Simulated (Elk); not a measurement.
# Dielectric function and optical constants of ScBi3

Aim: the dielectric function of ScBi3, and the optical constants that follow from it.

Calculated with Elk 11.2.3 (patched build); DFT, PBEsol, all-electron APW+lo, Dirac cores, scalar-relativistic bands, independent-particle optical response without local fields.

### 1. The starting structure

The structure is tetragonal, space group I4/mmm (No. 139). The conventional cell has a = 4.630 Å, b = 4.630 Å, c = 10.821 Å, α = 90.00°, β = 90.00°, γ = 90.00°. Nearest to Bi lie 4 Sc at 3.27 Å and 8 Bi at 3.56 Å. Nearest to Bi lie 8 Bi at 3.27 to 3.56 Å and 4 Sc at 3.56 Å. Nearest to Sc lie 12 Bi at 3.27 to 3.56 Å. Farther neighbours are not listed.

### 2. Ground state

First the ground state: is it a metal or has it a gap?

This step: DFT, PBEsol, all-electron APW+lo, Dirac cores, scalar-relativistic bands, ground state (Elk 11.2.3 (patched build)).

The input, elk.in:

```
tasks
  0
  120

xctype
  22

nempty
  14

lorbcnd
  .true.

rgkmax
  7.0

swidth
  0.0018375

maxscl
  100

epsengy
  1e-05

sppath
  './'

avec
  -4.374889833312 4.374889833312 10.224669332920
  4.374889833312 -4.374889833312 10.224669332920
  4.374889833312 4.374889833312 -10.224669332920

atoms
  2
  'Bi.in'
  3
  0.500000000000 0.500000000000 0.000000000000   0.000 0.000 0.000
  0.250000000000 0.750000000000 0.500000000000   0.000 0.000 0.000
  0.750000000000 0.250000000000 0.500000000000   0.000 0.000 0.000
  'Sc.in'
  1
  0.000000000000 0.000000000000 0.000000000000   0.000 0.000 0.000

ngridk
  8 8 8

vkloff
  0.2500 0.5000 0.6250
```

The run is started by

```console
$ OMP_NUM_THREADS=2 elk
```

Numbers of over 12 decimals in the logs are rounded to 6 here.

Log:

```text
┌─────────────────────────┐
│ Elk code version 11.2.3 │
└─────────────────────────┘

All units are atomic (Hartree, Bohr, etc.)

┌─────────────────────────────────────────────────┐
│ Ground-state run starting from atomic densities │
└─────────────────────────────────────────────────┘

Lattice vectors :
  -4.374889833       4.374889833       10.22466933
   4.374889833      -4.374889833       10.22466933
   4.374889833       4.374889833      -10.22466933

Reciprocal lattice vectors :
  0.2543097073E-16  0.7180964032      0.3072561617
  0.7180964032      0.2543097073E-16  0.3072561617
  0.7180964032      0.7180964032     -0.4017062326E-17

Unit cell volume      :    782.7868217
Brillouin zone volume :   0.3168809267

Muffin-tin inner radius fraction :   0.1000000000E-01

Nuclei treated as point charges

Species : 1 (Bi)
 parameters loaded from : Bi.in
 name : bismuth
 nuclear charge    :   -83.00000000
 electronic charge :    83.00000000
 atomic mass :    380947.9285
 muffin-tin radius :    2.800000000
 number of radial points in muffin-tin :   1393
 inner part over the whole radius :   0.9976520004E-02
 number on inner part of muffin-tin    :   1001
 approximate nuclear radius :   0.1052171418E-03
 number of mesh points to nuclear radius :    526
 atomic positions (lattice), magnetic fields (Cartesian) :
  1 :   0.50000000  0.50000000  0.00000000    0.00000000  0.00000000  0.00000000
  2 :   0.25000000 -0.25000000  0.50000000    0.00000000  0.00000000  0.00000000
  3 :  -0.25000000  0.25000000  0.50000000    0.00000000  0.00000000  0.00000000

Species : 2 (Sc)
 parameters loaded from : Sc.in
 name : scandium
 nuclear charge    :   -21.00000000
 electronic charge :    21.00000000
 atomic mass :    81949.61073
 muffin-tin radius :    2.400000000
 number of radial points in muffin-tin :    993
 inner part over the whole radius :   0.9898716403E-02
 number on inner part of muffin-tin    :    698
 approximate nuclear radius :   0.6711386133E-04
 number of mesh points to nuclear radius :    323
 atomic positions (lattice), magnetic fields (Cartesian) :
  1 :   0.00000000  0.00000000  0.00000000    0.00000000  0.00000000  0.00000000

Total number of atoms per unit cell :    4
Total muffin-tin volume :    333.7628035
 ratio of muffin-tin to unit cell volume :   0.4263776475

Spin treatment :
 spin-unpolarised

Number of Bravais lattice symmetries :   16
Number of crystal symmetries         :   16
Crystal has inversion symmetry
Real symmetric eigensolver will be used

k-point grid :      8     8     8
k-point offset :   0.2500000000      0.5000000000      0.6250000000
k-point set is reduced with full crystal symmetry group
Total number of k-points :      288

Muffin-tin radius times maximum |G+k| :    7.000000000
 using average radius
Maximum |G+k| for APW functions       :    2.592592593
Maximum (1/2)|G+k|²                   :    3.360768176
Maximum |G| for potential and density :    12.00000000
Constant for pseudocharge density :    8
 order of it for each species :   15  15
 order of it for pair densities of each species (exact exchange by exxq0 0: 15) :   10   6
Radial integration step length :    1

G-vector grid sizes :     48    48    48
Number of G-vectors :    22883

Maximum angular momentum used for
 APW functions            :    8
 outer part of muffin-tin :    6
 inner part of muffin-tin :    2

Total nuclear charge    :   -270.0000000
Total core charge       :    214.0000000
Total valence charge    :    56.00000000
Total excess charge     :    0.000000000
Total electronic charge :    270.0000000

Effective Wigner radius, rₛ :   0.8845662749

Number of empty states         :     56
Total number of valence states :     85
Total number of core states    :    214

Conduction state local-orbitals added automatically
Third-order local-orbitals added for an l without core states : F
Total number of local-orbitals :    254

Exchange-correlation functional :     22     0     0
 PBEsol, Phys. Rev. Lett. 100, 136406 (2008)
 gradient requirement :    1
 generalised gradient approximation (GGA)

Smearing type :    3
 Fermi-Dirac
Smearing width :   0.1837500000E-02
Effective electronic temperature (K) :    580.2366081

Mixing type :    3
 Broyden mixing, J. Phys. A: Math. Gen. 17, L317 (1984)

Kohn-Sham potential initialised from atomic data

┌──────────────────────────────┐
│ Self-consistent loop started │
└──────────────────────────────┘

┌─────────────────┐
│ Loop number : 1 │
└─────────────────┘

Energies :
 Fermi                       :     0.136755
 sum of occupied eigenvalues :     -40580.029936752
 electron kinetic            :      76475.367733101
 core electron kinetic       :      75977.996865406
 Coulomb                     :     -140750.46468432
 Coulomb potential           :     -115436.58071724
 nuclear-nuclear             :     -4879.8916228153
 electron-nuclear            :     -156384.61069734
 Hartree                     :      20514.037635838
 Madelung                    :     -83032.174325703
 xc potential                :     -1618.8169526168
 exchange                    :     -1198.5701051033
 correlation                 :     -18.228315853834
 electron entropic           :    -0.78766780906696E-03
 total energy                :     -65491.896159845

Density of states at Fermi energy :    69.78328018
 (states/Hartree/unit cell)

Estimated indirect band gap :   0.5290067752E-03
 from k-point 223 to k-point 120
Estimated direct band gap   :   0.4798341771E-02
 at k-point 193

Charges :
 core                        :    214.0000000
 valence                     :    56.00000000
 interstitial                :    7.515862496
 muffin-tins (core leakage)
  species : 1 (Bi)
   atom 1                    :    81.29886884     (  0.7105297470E-03)
   atom 2                    :    81.15330946     (  0.7099177741E-03)
   atom 3                    :    81.15330946     (  0.7099177741E-03)
  species : 2 (Sc)
   atom 1                    :    18.87864974     ( -0.2162565291E-06)
 total in muffin-tins        :    262.4841375
 total calculated charge     :    269.9976767
 total charge                :    270.0000000
 error                       :   0.2323266347E-02

┌─────────────────┐
│ Loop number : 2 │
└─────────────────┘

Energies :
 Fermi                       :     0.137721
 sum of occupied eigenvalues :     -40579.878757937
 electron kinetic            :      76474.495354206
 core electron kinetic       :      75977.264615279
 Coulomb                     :     -140750.56781787
 Coulomb potential           :     -115436.54278039
 nuclear-nuclear             :     -4879.8916228153
 electron-nuclear            :     -156384.85654706
 Hartree                     :      20514.180352013
 Madelung                    :     -83032.296427669
 xc potential                :     -1617.8313317509
 exchange                    :     -1198.5753943416
 correlation                 :     -18.228365807120
 electron entropic           :    -0.78920105209196E-03
 total energy                :     -65492.877013009

Density of states at Fermi energy :    69.92590480
 (states/Hartree/unit cell)

Estimated indirect band gap :   0.5310743237E-03
 from k-point 223 to k-point 120
Estimated direct band gap   :   0.4715253286E-02
 at k-point 193

Charges :
 core                        :    214.0000000
 valence                     :    56.00000000
 interstitial                :    7.513420559
 muffin-tins (core leakage)
  species : 1 (Bi)
   atom 1                    :    81.29690882     (  0.7101694337E-03)
   atom 2                    :    81.15397629     (  0.7094413722E-03)
   atom 3                    :    81.15397629     (  0.7094413722E-03)
  species : 2 (Sc)
   atom 1                    :    18.88171805     ( -0.2162591457E-06)
 total in muffin-tins        :    262.4865794
 total calculated charge     :    269.9976780
 total charge                :    270.0000000
 error                       :   0.2322017684E-02

RMS change in Kohn-Sham potential (target) :   0.1712726595     (  0.1000000000E-05)
Absolute change in total energy (target)   :   0.9808531639     (  0.1000000000E-04)

[... 12 loops left out ...]

┌──────────────────┐
│ Loop number : 15 │
└──────────────────┘

Energies :
 Fermi                       :     0.252057
 sum of occupied eigenvalues :     -40554.616693144
 electron kinetic            :      76480.712534660
 core electron kinetic       :      75979.185215991
 Coulomb                     :     -140754.51464933
 Coulomb potential           :     -115432.30503023
 nuclear-nuclear             :     -4879.8916228153
 electron-nuclear            :     -156397.09854752
 Hartree                     :      20522.475521006
 Madelung                    :     -83038.362134215
 xc potential                :     -1603.0241975713
 exchange                    :     -1198.8163554770
 correlation                 :     -18.230774353317
 electron entropic           :    -0.84475503078849E-03
 total energy                :     -65490.850089256

Density of states at Fermi energy :    75.06185339
 (states/Hartree/unit cell)

Estimated indirect band gap :   0.1576581046E-03
 from k-point 83 to k-point 75
Estimated direct band gap   :   0.4332734522E-02
 at k-point 192

Charges :
 core                        :    214.0000000
 valence                     :    56.00000000
 interstitial                :    7.361587338
 muffin-tins (core leakage)
  species : 1 (Bi)
   atom 1                    :    81.26041596     (  0.6813103317E-03)
   atom 2                    :    81.20370501     (  0.6797391789E-03)
   atom 3                    :    81.20370501     (  0.6797391789E-03)
  species : 2 (Sc)
   atom 1                    :    18.97058669     ( -0.2163225314E-06)
 total in muffin-tins        :    262.6384127
 total calculated charge     :    269.9977690
 total charge                :    270.0000000
 error                       :   0.2231010718E-02

RMS change in Kohn-Sham potential (target) :   0.1662734625E-06 (  0.1000000000E-05)
Absolute change in total energy (target)   :   0.5926762242E-05 (  0.1000000000E-04)

Convergence targets achieved

┌──────────────────┐
│ Loop number : 16 │
└──────────────────┘

Energies :
 Fermi                       :     0.252057
 sum of occupied eigenvalues :     -40554.616731547
 electron kinetic            :      76480.712509581
 core electron kinetic       :      75979.185192758
 Coulomb                     :     -140754.51464379
 Coulomb potential           :     -115432.30502431
 nuclear-nuclear             :     -4879.8916228153
 electron-nuclear            :     -156397.09854527
 Hartree                     :      20522.475524289
 Madelung                    :     -83038.362131638
 xc potential                :     -1603.0242168207
 exchange                    :     -1198.8163553746
 correlation                 :     -18.230774353995
 electron entropic           :    -0.84475497516938E-03
 total energy                :     -65490.850108694

Density of states at Fermi energy :    75.06184831
 (states/Hartree/unit cell)

Estimated indirect band gap :   0.1576639947E-03
 from k-point 83 to k-point 75
Estimated direct band gap   :   0.4332723939E-02
 at k-point 192

Charges :
 core                        :    214.0000000
 valence                     :    56.00000000
 interstitial                :    7.361587095
 muffin-tins (core leakage)
  species : 1 (Bi)
   atom 1                    :    81.26041607     (  0.6813102496E-03)
   atom 2                    :    81.20370512     (  0.6797391076E-03)
   atom 3                    :    81.20370512     (  0.6797391076E-03)
  species : 2 (Sc)
   atom 1                    :    18.97058659     ( -0.2163238104E-06)
 total in muffin-tins        :    262.6384129
 total calculated charge     :    269.9977690
 total charge                :    270.0000000
 error                       :   0.2231010465E-02

┌──────────────────────────────┐
│ Self-consistent loop stopped │
└──────────────────────────────┘

Warning : core states of species 1 leak from the muffin-tin :   0.6813102496E-03

Wrote STATE.OUT
```

Elapsed: 4.1 min, on 2 threads of Intel Xeon 6975P-C (Granite Rapids), shared host; peak memory 0.44 GiB; 8.1 min of CPU time.

Read-outs, printed or worked out from the files:

- total energy: -65491 Ha
- Fermi energy: 6.859 eV
- DOS at the Fermi level: 2.758 states/eV/cell

There are states at the Fermi level within the smearing, so the occupations stay smeared and the carriers get a Drude term.

### 3. Independent particles

With the density converged, the vertical transitions are summed over the zone.

This step: DFT, PBEsol, all-electron APW+lo, Dirac cores, scalar-relativistic bands, independent-particle optical response without local fields (Elk 11.2.3 (patched build)).

elk.in: that of step 2 with these lines changed.

```diff
@@ -1,4 +1,10 @@
 tasks
-  0
-  120
+  121
+
+optcomp
+  1 1
+  3 3
+
+intraband
+  .true.
 
@@ -17,9 +23,7 @@
 swidth
-  0.0018375
+  0.0110248
 
-maxscl
-  100
-
-epsengy
-  1e-05
+wplot
+  400 100 0
+  0.0 0.91873
```

The run is started by

```console
$ OMP_NUM_THREADS=2 elk
```

Log:

```text
┌─────────────────────────────────┐
│ Elk code version 11.2.3 started │
└─────────────────────────────────┘

Info(readinput): the functional depends on the density's gradient
 muffin-tin radial points multiplied by    2.00000
 (not where nrmtscf is given)

┌────────────────────┐
│ Current task : 121 │
└────────────────────┘

Info(dielectric):
 dielectric tensor written to EPSILON_ij.OUT
 optical conductivity written to SIGMA_ij.OUT
 plasma frequency written to PLASMA_ij.OUT
 for components
  i = 1, j = 1
  i = 3, j = 3

┌──────────────────┐
│ Elk code stopped │
└──────────────────┘
```

Wall time 11 s (2 threads); peak memory 0.07 GiB.

This step gave:

* centre of weight of the strongest loss peak in the window: 14.78 eV
* Drude plasma energy, first axis: 6.046 eV

Sum at mesh points, not converged in k. Im ε against photon energy; read off at these points:

```tsv
photon energy (eV)	E ∥ x	E ∥ z
1	50.3	41.7
2	24.6	23.6
3	15.5	19.3
4	9.25	11.3
5	5.10	5.55
6	3.17	2.74
7	1.93	1.64
8	1.36	1.31
9	0.954	1.02
10	0.802	1.04
11	0.660	1.01
12	0.634	0.854
13	0.555	0.700
14	0.422	0.494
15	0.342	0.361
16	0.325	0.283
17	0.205	0.193
18	0.165	0.179
19	0.147	0.145
20	0.131	0.121
21	0.116	0.109
22	0.130	0.128
23	0.267	0.294
24	0.277	0.313
```

Values under 1 per cm are given as 1; sum at mesh points, not converged in k. Absorption coefficient against photon energy:

```tsv
photon energy (eV)	E ∥ x (1/cm)	E ∥ z (1/cm)
1.00	5.9e5	5.1e5
2.00	8.5e5	7.2e5
3.00	1.1e6	1.0e6
4.00	1.3e6	1.4e6
5.00	1.3e6	1.4e6
6.00	1.3e6	1.4e6
7.00	1.3e6	1.2e6
8.00	1.2e6	1.2e6
9.00	1.1e6	1.0e6
10.00	1.0e6	9.7e5
11.00	9.3e5	9.9e5
12.00	8.5e5	1.0e6
13.00	8.2e5	9.4e5
14.00	6.6e5	8.3e5
15.00	5.1e5	6.2e5
16.00	4.6e5	4.7e5
17.00	3.0e5	2.8e5
18.00	2.2e5	2.4e5
19.00	1.8e5	1.9e5
20.00	1.6e5	1.5e5
21.00	1.4e5	1.3e5
22.00	1.5e5	1.5e5
23.00	3.1e5	3.4e5
24.00	3.4e5	3.8e5
```

Sum at mesh points, not converged in k. The reflectivity at normal incidence by photon energy; read off at these points:

```tsv
photon energy (eV)	E ∥ x (%)	E ∥ z (%)
1	72.3	68.0
2	64.3	57.6
3	61.8	57.2
4	64.1	63.0
5	63.4	66.4
6	63.7	69.5
7	62.9	64.1
8	59.2	56.3
9	55.5	47.3
10	47.2	34.1
11	40.0	30.3
12	30.1	30.6
13	27.8	28.0
14	22.1	28.7
15	14.9	21.4
16	10.5	14.9
17	7.41	7.81
18	3.66	4.14
19	2.06	2.45
20	1.19	1.24
21	0.529	0.526
22	0.194	0.175
23	0.463	0.541
24	0.478	0.629
```

Sum at mesh points, not converged in k. The loss function −Im 1/ε at q → 0 by energy loss; read off at these points:

```tsv
energy loss (eV)	E ∥ x	E ∥ z
1.0	0.0182	0.0231
2.0	0.0361	0.0421
3.0	0.0511	0.0499
4.0	0.0615	0.0579
5.0	0.0851	0.0713
6.0	0.107	0.0866
7.0	0.146	0.153
8.0	0.217	0.256
9.0	0.335	0.453
10.0	0.563	0.708
11.0	0.914	0.810
12.0	1.32	0.949
13.0	1.62	1.25
14.0	2.37	1.82
14.7	2.64	2.55
15.0	2.48	2.75
15.7	2.05	2.78
16.0	1.97	2.71
17.0	1.37	1.41
18.0	0.660	0.768
19.0	0.415	0.457
20.0	0.287	0.273
21.0	0.191	0.181
22.0	0.159	0.154
23.0	0.270	0.284
24.0	0.268	0.310
```

From ε follow the optical constants at some laser and lamp lines:

```tsv
wavelength (nm)	n x	k x	R (%) x	1/α x	n z	k z	R (%) z	1/α z
1064	4.07	5.486	70.8	15 nm	3.92	4.659	65.9	18 nm
800	3.37	4.765	67.7	13 nm	3.49	3.886	60.4	16 nm
532	2.68	3.925	63.0	11 nm	3.16	3.399	56.2	12 nm
450	2.36	3.683	62.0	9.7 nm	2.94	3.423	56.8	10 nm
365	1.95	3.406	61.6	8.5 nm	2.43	3.656	61.3	7.9 nm
248	0.98	2.605	63.4	7.6 nm	0.99	2.801	66.4	7.0 nm
193	0.63	2.046	63.3	7.5 nm	0.50	2.042	69.1	7.5 nm
```

A polished face would reflect 60 % of daylight and look light grey (CIE x = 0.315, y = 0.330 under D65).

### 4. Outcome

```yaml
drude_plasma_energy_first_axis: 6.05 eV
centre_of_weight_of_the_strongest_loss_peak_in_the_window_first_axis: 14.8 eV
```

What this shows: At this level (PBEsol, independent particles) ScBi3 is a metal with a Drude plasma energy of 6.0 eV along x and 5.2 eV along z. The mesh is too coarse to trust the carriers' weight, the reflectivity or the colour to better than tens of per cent. Along x the bare Drude plasma energy is 6.0 eV; Re ε first rises through zero at 14.08 eV, higher, since interband strength adds to the carriers'. A polished face would reflect 60 % of daylight and look light grey (CIE x = 0.315, y = 0.330 under D65). The carriers' damping of 0.3 eV is typed, not computed; at 0.8 eV the carriers give 31 % of Im ε along the first axis; the rest comes from the sum over bands, which at low energy also holds close bands and the noise of the mesh. Spin-orbit coupling is left out although heavy atoms are present. The sum runs over mesh points 0.24 Å⁻¹ apart with no interpolation, so peaks are partly noise of the mesh, and the Drude plasma energy, a sum over the Fermi surface, isn't converged. Besides steps told in other documents, this task had 2 steps that ran out of time; those not told in a step above aren't shown.

[Machine, clock and banner lines and Python warnings are left out of the logs.]

[Logs are printed without paths, hosts, clocks, repeated set-up lines and the standing remarks that a program may print on its own settings, such as how far it seeks lower states.]

[Hosts, paths, dates, database ids (printed as entryN), source tags and the programs' standing remarks are cut or masked in the printed files.]
